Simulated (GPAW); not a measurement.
# TaN (P-6m2): the N K absorption edge, part 2 of 2

What does one-electron theory with a core hole give for the N K edge of TaN (P-6m2)?

GPAW 26.7.0; X-ray absorption from dipole matrix elements to empty bands, plane-wave PAW LDA.

So far. Step 2 (Ground state of the crystal): The mesh shows no gap, so the system is treated as a metal and the core electron is put at the Fermi level (neutral cell). Step 3 (Spectrum without a core hole, N atom 2): Main maxima below 24 eV (height): 5.9 eV (2.38), 9.5 eV (0.96), 12.1 eV (1.05) and 14.9 eV (0.81). A K edge sees empty p states on the absorber.

## 5. Spectrum with XCH, N atom 2

The holes are 6.5 Å apart. In GPAW the data set carries the hole's charge, so charge=0 means a charged cell and charge=-1 a neutral one. The excited electron is kept in the cell, where it fills the lowest empty states and screens the hole. After the field has converged, empty bands are computed with the density fixed and the dipole matrix elements are summed.

Input file xas.py:

```python
import numpy as np
from ase import Atoms
from ase.parallel import parprint, paropen
from gpaw import GPAW, PW, FermiDirac, Mixer, MixerDif, setup_paths
from gpaw.test import gen
setup_paths.insert(0, '.')
gen('N', name='fch1s', xcname='LDA', corehole=(1, 0, 1), write_xml=True)
from gpaw.mpi import world
world.barrier()

atoms = Atoms('Ta12N12',
    cell=[[-2.938, 5.08876527, 2.883],
     [-2.938, -5.08876527, 2.883],
     [5.876, 0, 2.883]],
    scaled_positions=[[0.16666667, 0.16666667, 0.16666667],
     [0.5, 0.5, 0.5],
     [0.66666667, 0.66666667, 0.16666667],
     [0.16666667, 0.66666667, 0.66666667],
     [0.83333333, 0.83333333, 0.83333333],
     [0.83333333, 0.33333333, 0.33333333],
     [0.33333333, 0.33333333, 0.83333333],
     [0.33333333, 0.83333333, 0.33333333],
     [0, 0, 0.5],
     [0.5, 0, 0],
     [0.66666667, 0.16666667, 0.66666667],
     [0, 0.5, 0],
     [0, 0.83333333, 0.16666667],
     [0.33333333, 0.16666667, 0.5],
     [0.5, 0.33333333, 0.16666667],
     [0, 0.33333333, 0.66666667],
     [0.66666667, 0.5, 0.83333333],
     [0.66666667, 0, 0.33333333],
     [0.16666667, 0, 0.83333333],
     [0.16666667, 0.5, 0.33333333],
     [0.83333333, 0.66666667, 0.5],
     [0.33333333, 0.66666667, 0],
     [0.5, 0.83333333, 0.66666667],
     [0.83333333, 0.16666667, 0]],
    pbc=True)
atoms.calc = calc = GPAW(legacy_gpaw=True, mode=PW(500, force_complex_dtype=True), xc='LDA', setups={12: 'fch1s'},
    kpts={'size': (3, 3, 3), 'gamma': True}, occupations=FermiDirac(0.1),
    charge=-1, mixer=Mixer(0.1, 5, 50), maxiter=150,
    convergence={'density': 0.0001, 'eigenstates': 1e-6}, txt='scf.txt')
energy = atoms.get_potential_energy() + calc.get_reference_energy()
ef = calc.get_fermi_level()
out = dict(energy=energy, fermi=ef, forces=atoms.get_forces().tolist())
parprint(f'all-electron energy {energy:.4f} eV, Fermi level {ef:.4f} eV')
ev = np.array([[calc.get_eigenvalues(k, s) for k in range(len(calc.get_ibz_k_points()))] for s in range(calc.get_number_of_spins())])
out['homo'], out['lumo'], out['counts'] = ev[ev < ef].max(), ev[ev > ef].min(), sorted(set((ev < ef).sum((0, 2)).tolist()))
out['filled'] = (ev[:, 0] < ef).sum(1).tolist()

from ase.units import Ha
from gpaw.xas import dipole_matrix_elements
nb = int(calc.get_number_of_electrons() / 2) + 216
top, nb = nb, nb + 8 + nb // 12
nscf = calc.fixed_density(kpts={'size': (4, 4, 4), 'gamma': True}, nbands=nb,
    convergence={'bands': top, 'eigenstates': 5e-3}, maxiter=60, txt='nscf.txt')
cell = atoms.cell.array
ops = [cell.T @ U.T @ np.linalg.inv(cell.T) for U in nscf.wfs.kd.symmetry.op_scc]
E = np.arange(-6, 34, 0.1)
fwhm = np.interp(E, [4, 25], [0.9, 3.5])
Y, X, zero, highest = 0, 0, 1e9, 1e9
for spin in range(nscf.get_number_of_spins()):
    wfs = nscf.wfs
    mine = wfs.bd.get_slice()  # this rank's bands
    A = dipole_matrix_elements(wfs.setups[12])
    eps = np.zeros((wfs.kd.nibzkpts, nb))
    d = np.zeros((3, A.shape[1], wfs.kd.nibzkpts, nb), complex)
    for kpt in wfs.kpt_u:
        if kpt.s == spin and 12 in kpt.P_ani:
            eps[kpt.k, mine] = kpt.eps_n * Ha
            d[:, :, kpt.k, mine] = (kpt.weight * wfs.nspins / 2) ** 0.5 * np.inner(A, kpt.P_ani[12])
    world.sum(eps)
    world.sum(d)
    T = np.einsum('amkn,bmkn->abkn', d, d.conj()).real
    T = sum(np.einsum('ai,ijkn,bj->abkn', R, T, R) for R in ops) / len(ops)
    empty = eps > ef
    zero, highest = min(zero, eps[empty].min()), min(highest, eps[:, top - 1].min())
    lines = [(eps, T, empty)] if spin == 0 else lines + [(eps, T, empty)]
for eps, T, empty in lines:
    f = np.einsum('aakn->akn', T).reshape(3, -1)
    x = eps.ravel() - zero
    w = np.interp(x, E, fwhm) / 2.35482
    g = np.exp(-0.5 * ((E[:, None] - x) / w) ** 2) / (w * (2 * np.pi) ** 0.5)
    Y = Y + (f * empty.ravel()) @ g.T
    X = X + (f * ~empty.ravel()) @ g.T
out.update(E=E.round(2).tolist(), xas=Y.tolist(), xes=X.tolist(), zero=zero, valid=highest - zero, nk=len(eps), nb=nb)
for i in range(0, len(E), 10):
    parprint(f'{E[i]:7.2f}', *(f'{v:10.3e}' for v in Y[:, i]))
import json
with paropen('out.json', 'w') as f:
    json.dump(out, f)
```

Launch:

```sh
$ OMP_NUM_THREADS=1 mpirun -n 4 gpaw python xas.py
```

Numbers of over 12 decimals in the logs are rounded to 6 here.

What it wrote:

```text
Input parameters:
  charge: -1
  convergence: {density: 0.0001,
                eigenstates: 1e-06}
  kpts: {gamma: True,
         size: (3, 3, 3)}
  maxiter: 150
  mixer: {backend: pulay,
          beta: 0.1,
          method: separate,
          nmaxold: 5,
          weight: 50}
  mode: {ecut: 500.0,
         force_complex_dtype: True,
         name: pw}
  occupations: {fixmagmom: False,
                name: fermi-dirac,
                width: 0.1}
  setups: {12: fch1s}

Initialize ...

[... PAW data sets ...]

Reference energy: -5104301.588055  # eV

Spin-paired calculation

[... convergence settings ...]
Symmetries present (total): 1
  [... symmetry matrices ...]

27 k-points: 3 x 3 x 3 Monkhorst-Pack grid
14 k-points in the irreducible part of the Brillouin zone
       k-points in crystal coordinates                weights
   0:     0.00000000    0.00000000    0.00000000          1/27
   1:     0.00000000    0.00000000    0.33333333          2/27
   2:     0.00000000    0.33333333   -0.33333333          2/27
   3:     0.00000000    0.33333333    0.00000000          2/27
   4:     0.00000000    0.33333333    0.33333333          2/27
   5:     0.33333333   -0.33333333   -0.33333333          2/27
   6:     0.33333333   -0.33333333    0.00000000          2/27
   7:     0.33333333   -0.33333333    0.33333333          2/27
   8:     0.33333333    0.00000000   -0.33333333          2/27
   9:     0.33333333    0.00000000    0.00000000          2/27
          ...
  13:     0.33333333    0.33333333    0.33333333          2/27

Wave functions: Plane wave expansion
  Cutoff energy: 500.000 eV
  Number of coefficients (min, max): 6521, 6582
  Pulay-stress correction: 0.000000 eV/Ang^3 (de/decut=0.000000)
  Using FFTW library
  Wavefunction extrapolation:
    Improved wavefunction reuse through dual PAW basis

Occupation numbers: Fermi-Dirac:
  width: 0.1000  # eV

Eigensolver
   Davidson(niter=2)

Densities:
  Coarse grid: 35*35*35 grid
  Fine grid: 70*70*70 grid
  Total Charge: 0.000000

Density mixing:
  Method: separate
  Backend: pulay
  Linear mixing parameter: 0.1
  old densities: 5
  Width of damping distribution: 1.1
  Damping of long wavelength oscillations: 50

[... Hamiltonian set-up ...]
Number of atoms: 24
Number of atomic orbitals: 204
Number of bands in calculation: 135
Number of valence electrons: 217
Bands to converge: occupied

... initialized

Initializing position-dependent things.

Density initialized from atomic densities
Creating initial wave functions:
  135 bands from LCAO basis set

                 Ta
              N      N
               TN     Ta
          TaN    TaN    Ta

            TaNTa  TaN      N
         N      N      N
                 Ta     Ta
           NTa

Atomic positions and initial magnetic moments

Positions:
   0 Ta    -0.000000    0.000000    1.441500    ( 0.0000,  0.0000,  0.0000)
   1 Ta     0.000000    0.000000    4.324500    ( 0.0000,  0.0000,  0.0000)
   2 Ta    -2.938000    0.000000    4.324500    ( 0.0000,  0.0000,  0.0000)
   3 Ta     1.469000   -2.544383    4.324500    ( 0.0000,  0.0000,  0.0000)
   4 Ta     0.000000   -0.000000    7.207500    ( 0.0000,  0.0000,  0.0000)
   5 Ta    -1.469000    2.544383    4.324500    ( 0.0000,  0.0000,  0.0000)
   6 Ta     2.938000   -0.000000    4.324500    ( 0.0000,  0.0000,  0.0000)
[...]
21 N     -2.938000   -1.696255    2.883000    ( 0.0000,  0.0000,  0.0000)
  22 N      0.000000   -1.696255    5.766000    ( 0.0000,  0.0000,  0.0000)
  23 N     -2.938000    3.392510    2.883000    ( 0.0000,  0.0000,  0.0000)

Unit cell:
           periodic     x           y           z      points  spacing
  1. axis:    yes   -2.938000    5.088765    2.883000    35     0.1764
  2. axis:    yes   -2.938000   -5.088765    2.883000    35     0.1764
  3. axis:    yes    5.876000    0.000000    2.883000    35     0.1764

  Lengths:   6.545156   6.545156   6.545156
  Angles:  102.061888 102.061888 102.061888

Effective grid spacing dv^(1/3) = 0.1820

iter:   1  -304.418532
iter:   2  -290.559779   -0.58  -1.03
iter:   3  -281.851922   -0.18  -1.14
iter:   4  -281.629145   -0.73  -1.39
iter:   5  -281.712725   -1.58  -1.53
iter:   6  -281.672330c  -1.64  -1.64
iter:   7  -281.630843c  -2.72  -2.30
iter:   8  -281.601036c  -3.14  -2.34
iter:   9  -281.588253c  -2.27  -2.38
iter:  10  -281.578545c  -3.66  -2.67
iter:  11  -281.573798c  -4.14  -2.75
iter:  12  -281.568929c  -3.74  -2.78
iter:  13  -281.568143c  -3.30  -2.87
iter:  14  -281.565498c  -3.97  -3.07
iter:  15  -281.565421c  -5.42  -3.63
iter:  16  -281.565371c  -5.45  -3.73
iter:  17  -281.565353c  -6.32c -3.82
iter:  18  -281.565367c  -6.28c -4.03c

Converged after 18 iterations.

Dipole moment: (-0.258758, -0.149394, 0.000000) |e|*Ang

Energy contributions relative to reference atoms: (reference = -5104301.588055)

Kinetic:       +184.296234
Potential:     -197.860474
External:        +0.000000
XC:            -264.128737
Entropy (-ST):   -0.112183
Local:           -3.816299
SIC:             +0.000000
--------------------------
Free energy:   -281.621458
Extrapolated:  -281.565367

Showing only first 2 kpts
 Kpt  Band  Eigenvalues  Occupancy
  0   106     13.40914    1.99999
  0   107     13.40914    1.99999
  0   108     15.64855    0.00007
  0   109     15.76668    0.00002

  1   106     12.93955    2.00000
  1   107     13.21063    2.00000
  1   108     14.93538    0.07962
[...]
Fermi level: 14.61708

No gap
No difference between direct/indirect transitions

Forces in eV/Ang:
  0 Ta   -0.53317   -0.33517    0.62025
  1 Ta   -0.02319   -0.01339    0.00000
  2 Ta    0.53318   -0.33518   -0.62026
  3 Ta    0.00001   -0.03006    0.00001
  4 Ta   -0.55685   -0.29416   -0.62025
  5 Ta   -0.02603    0.01503   -0.00001
  6 Ta    0.02319   -0.01339   -0.00001
[...]
21 N     0.08443   -0.08532    0.05217
 22 N    -0.09095    0.05317   -0.00237
 23 N     0.03345    0.11479    0.05213
Scalar-relativistic atomic LDA calculation for N (Nitrogen, Z=7)
Core hole in 1s state (1s occupation: 1.0)
300 radial gridpoints.
|------------------------------------------------|
|------------------------------------------------|
[... the atom generator's iteration count ...]

Energy contributions:
-------------------------
Kinetic:      +38.530757
XC:            -4.452581
Potential:    -72.816894
-------------------------
Total:        -38.738717

state      eigenvalue         ekin         rmax
-----------------------------------------------
1s^1.0 :   -16.643762    23.347388        0.145
2s^2.0 :    -1.332146     3.154276        0.915
2p^3.0 :    -0.925852     2.958273        0.782
-----------------------------------------------
(units: Bohr and Hartree)

Generating PAW setup
Kinetic energy of the core from tauc = 23.362075
Cutoffs:
rc(s)=1.140
rc(p)=1.000
rc(d)=1.090
rc(vbar)=1.120
rc(comp)=1.090
rc(nct)=1.140

Kinetic energy of the core states: 23.347388
Charge: 1.0
Core electrons: 1.0
Valence electrons: 5.0
Pseudo-core charge: 0.003881
Shape function alpha=8.417
Pseudo-electron charge 4.904142
state    eigenvalue         norm
--------------------------------
2s(2) :    -1.332146     1.098259
*s    :    -0.332146
2p(3) :    -0.925852     0.901248
*p    :     0.074148
*d    :     0.000000
--------------------------------

Diagonalizing with gridspacing h=0.050

state   all-electron     PAW
-------------------------------
2s:      -1.332146    -1.333594
2p:      -0.925852    -0.929974
*d:                   -0.063788
*f:                   -0.013854
-------------------------------
all-electron energy -5104583.1534 eV, Fermi level 14.6171 eV
[...]
31.00  9.905e-05  9.905e-05  1.002e-04
  32.00  9.884e-05  9.884e-05  1.052e-04
  33.00  1.076e-04  1.076e-04  1.220e-04
```

It took 6.3 min on 4 MPI ranks of Intel Xeon 6975P-C (Granite Rapids), shared host; peak memory 1.1 GiB.

The N K spectrum, N atom 2, excited-electron core hole (neutral cell) (energy from the lowest empty level; intensity scaled to a mean of 1 over the first 20 eV; polarised curves are means over the symmetry-equivalent atoms):

```tsv
E (eV)	isotropic	ε ⊥ c	ε ∥ c
-2.0	0.00	0.00	0.00
-1.5	0.00	0.00	0.00
-1.0	0.00	0.00	0.00
-0.5	0.07	0.09	0.04
0.0	0.55	0.66	0.34
0.5	1.47	1.70	1.02
1.0	2.10	2.30	1.69
1.5	2.23	2.45	1.78
2.0	2.27	2.43	1.97
2.5	2.36	2.42	2.23
3.0	2.41	2.37	2.47
3.5	2.22	2.15	2.37
4.0	1.93	1.69	2.42
4.5	1.77	1.47	2.36
5.0	1.50	1.29	1.92
5.5	1.13	1.08	1.22
6.0	0.81	0.81	0.80
6.5	0.55	0.47	0.69
7.0	0.49	0.34	0.81
7.5	0.61	0.40	1.02
8.0	0.68	0.47	1.10
8.5	0.72	0.53	1.10
9.0	0.73	0.58	1.03
9.5	0.70	0.62	0.85
10.0	0.73	0.72	0.75
10.5	0.86	0.90	0.78
11.0	0.94	1.03	0.77
11.5	0.90	1.04	0.63
12.0	0.77	0.93	0.45
12.5	0.66	0.83	0.31
13.0	0.63	0.82	0.25
13.5	0.65	0.86	0.24
14.0	0.67	0.86	0.28
14.5	0.64	0.78	0.36
15.0	0.60	0.65	0.49
15.5	0.57	0.54	0.64
16.0	0.58	0.49	0.77
16.5	0.60	0.49	0.84
17.0	0.61	0.49	0.84
17.5	0.58	0.48	0.79
18.0	0.53	0.44	0.71
18.5	0.46	0.38	0.63
19.0	0.40	0.32	0.54
19.5	0.34	0.29	0.45
20.0	0.31	0.29	0.37
20.5	0.31	0.31	0.32
21.0	0.34	0.36	0.30
21.5	0.37	0.41	0.30
22.0	0.41	0.46	0.32
22.5	0.44	0.49	0.33
23.0	0.45	0.50	0.35
23.5	0.46	0.51	0.37
24.0	0.47	0.51	0.39
24.5	0.47	0.51	0.41
25.0	0.49	0.52	0.43
25.5	0.50	0.53	0.45
26.0	0.53	0.56	0.48
26.5	0.57	0.60	0.52
27.0	0.62	0.65	0.57
27.5	0.68	0.71	0.62
28.0	0.74	0.77	0.67
28.5	0.78	0.81	0.71
29.0	0.80	0.83	0.75
29.5	0.80	0.82	0.76
30.0	0.78	0.80	0.76
30.5	0.76	0.76	0.75
31.0	0.74	0.73	0.74
31.5	0.73	0.72	0.75
32.0	0.75	0.73	0.78
```

Main maxima below 24 eV (height): 2.9 eV (2.41) and 11.1 eV (0.95). A K edge sees empty p states; the first features are N p mixed into the empty d states of the Ta neighbours, and the broad ones above probably into the cations' higher empty bands.

The total-energy difference is 402.82 eV. One term is added: -7.76 eV, since the hole is spin-paired here and a spin-polarised one costs that much less in the free atom (computed apart). The photon energy is then 395.06 eV. The functional leaves an error in such absolute values: in the free atom LDA prices this hole 3.5 eV below PBE (computed apart), and PBE is itself good to a few eV.

## 6. Spectrum with XCH, N atom 2

A test of how far the result depends on this setting.

Changed against the first core-hole run: broadening from Gaussian full width 0.9 eV up to 4 eV, rising linearly to 3.5 eV at 25 eV to Gaussian full width 0.5 eV up to 4 eV, rising linearly to 1.5 eV at 25 eV.

xas.py, as its differences from that of step 5:

```diff
@@ -60,3 +60,3 @@
 E = np.arange(-6, 34, 0.1)
-fwhm = np.interp(E, [4, 25], [0.9, 3.5])
+fwhm = np.interp(E, [4, 25], [0.5, 1.5])
 Y, X, zero, highest = 0, 0, 1e9, 1e9
```

What it wrote:

```text
Input parameters:
  charge: -1
  convergence: {density: 0.0001,
                eigenstates: 1e-06}
  kpts: {gamma: True,
         size: (3, 3, 3)}
  maxiter: 150
  mixer: {backend: pulay,
          beta: 0.1,
          method: separate,
          nmaxold: 5,
          weight: 50}
  mode: {ecut: 500.0,
         force_complex_dtype: True,
         name: pw}
  occupations: {fixmagmom: False,
[...]
*p    :     0.074148
*d    :     0.000000
--------------------------------

Diagonalizing with gridspacing h=0.050

state   all-electron     PAW
-------------------------------
2s:      -1.332146    -1.333594
2p:      -0.925852    -0.929974
*d:                   -0.063788
*f:                   -0.013854
-------------------------------
all-electron energy -5104583.1534 eV, Fermi level 14.6171 eV
[...]
32.00  8.123e-05  8.123e-05  9.108e-05
  33.00  1.092e-04  1.092e-04  1.072e-04
[key lines of the parts left out:]
Converged after 18 iterations.
Dipole moment: (-0.258758, -0.149394, 0.000000) |e|*Ang
Free energy:   -281.621458
Fermi level: 14.61708
```

Wall time 6.2 min (4 MPI ranks); peak memory 1.1 GiB; 25 min of CPU time.

```tsv
E (eV)	first run	this run
-2.0	0.00	0.00
-1.0	0.00	0.00
0.0	0.55	0.36
1.0	2.10	2.29
2.0	2.27	2.20
3.0	2.41	2.50
4.0	1.93	1.78
5.0	1.50	1.59
6.0	0.81	0.86
7.0	0.49	0.32
8.0	0.68	0.60
9.0	0.73	0.88
10.0	0.73	0.51
11.0	0.94	1.11
12.0	0.77	0.74
13.0	0.63	0.50
14.0	0.67	0.80
15.0	0.60	0.48
16.0	0.58	0.57
17.0	0.61	0.70
18.0	0.53	0.56
19.0	0.40	0.40
20.0	0.31	0.17
21.0	0.34	0.32
22.0	0.41	0.46
23.0	0.45	0.45
24.0	0.47	0.48
25.0	0.49	0.48
26.0	0.53	0.49
27.0	0.62	0.52
28.0	0.74	0.79
29.0	0.80	0.98
30.0	0.78	0.83
31.0	0.74	0.61
32.0	0.75	0.62
```

The scaled spectrum changes by 10 % r.m.s. The highest intensity below 16 eV goes from 2.9 eV (2.41) to 3.1 eV (2.54).

The photon energy of the zero moves by +0.00 eV.

## 7. What the core hole does

Both curves are counted from their own zero, so only the shift of weight within the empty states shows.

```tsv
E (eV)	no hole	XCH
-2.0	0.00	0.00
-1.0	0.00	0.00
0.0	0.03	0.55
1.0	0.34	2.10
2.0	0.99	2.27
3.0	1.39	2.41
4.0	1.63	1.93
5.0	2.25	1.50
6.0	2.38	0.81
7.0	1.40	0.49
8.0	0.68	0.68
9.0	0.86	0.73
10.0	0.89	0.73
11.0	0.79	0.94
12.0	1.05	0.77
13.0	0.86	0.63
14.0	0.75	0.67
15.0	0.81	0.60
16.0	0.71	0.58
17.0	0.66	0.61
18.0	0.68	0.53
19.0	0.61	0.40
20.0	0.45	0.31
21.0	0.34	0.34
22.0	0.34	0.41
23.0	0.38	0.45
24.0	0.40	0.47
25.0	0.41	0.49
26.0	0.42	0.53
27.0	0.43	0.62
28.0	0.49	0.74
29.0	0.59	0.80
30.0	0.68	0.78
31.0	0.69	0.74
32.0	0.64	0.75
```

With each curve scaled to its own mean, the area from −2 to 6 eV with the hole is 11.2 against 7.8, and the centre of weight from −1 to 20 eV moves by -1.7 eV: the hole pulls the absorber's empty states down.

## 8. Results

```
absorber and edge                               : N K, atom 2 of the ground-state input (counted from 1)
surroundings                                    : 6 Ta at 2.23 Å (trigonal prismatic, site symmetry -6m2)
highest intensity below 16 eV                   : 2.9 eV above the zero, height 2.41
photon energy of the zero, with the added terms : 395.1 eV (raw 402.8 eV; LDA puts this hole about 4 eV below PBE, itself good to a few eV)
```

In words: The N K edge of atom 2, with 6 Ta at 2.23 Å (trigonal prismatic, site symmetry -6m2), has its highest intensity of the first 16 eV at 2.9 eV above the zero, near 398 eV in photon energy (LDA puts this hole about 4 eV below PBE, itself good to a few eV), 2.4 times the mean level of the first 20 eV (Gaussian full width 0.9 eV up to 4 eV, rising linearly to 3.5 eV at 25 eV). With each curve scaled to its own mean, the area from −2 to 6 eV with the hole is 11.2 against 7.8, and the centre of weight from −1 to 20 eV moves by -1.7 eV: the hole pulls the absorber's empty states down. Changing the broadening from Gaussian full width 0.9 eV up to 4 eV, rising linearly to 3.5 eV at 25 eV to Gaussian full width 0.5 eV up to 4 eV, rising linearly to 1.5 eV at 25 eV alters the shape by 10 % r.m.s., a modest effect on the whole. At the N K edge of atom 2 polarisation matters most near 4.4 eV, where the curves differ by 0.9 on this scale. 1 further run of this session is left out of this account as redundant. The mesh is coarse (0.25 Å⁻¹ between points), so small maxima may be mesh ripples. The structure is a published determination, not relaxed.

[Banner, clock and machine lines of the logs are left out without a mark of their own.]

[Logs are printed without paths, hosts, clocks, repeated set-up lines and the standing remarks that a program may print on its own settings, such as how far it seeks lower states.]

[Hosts, paths, dates, database ids (printed as entryN), source tags and the programs' standing remarks are cut or masked in the printed files.]

[Lists of maxima count a maximum above −3 eV only where it reaches 4 % of the highest in the window and stands out from its surroundings by 2 % of it (1.5 % where it reaches 55 %); shoulders and weaker maxima are passed over, and of the rest the first, up to two pre-edge ones and the few strongest are named.]
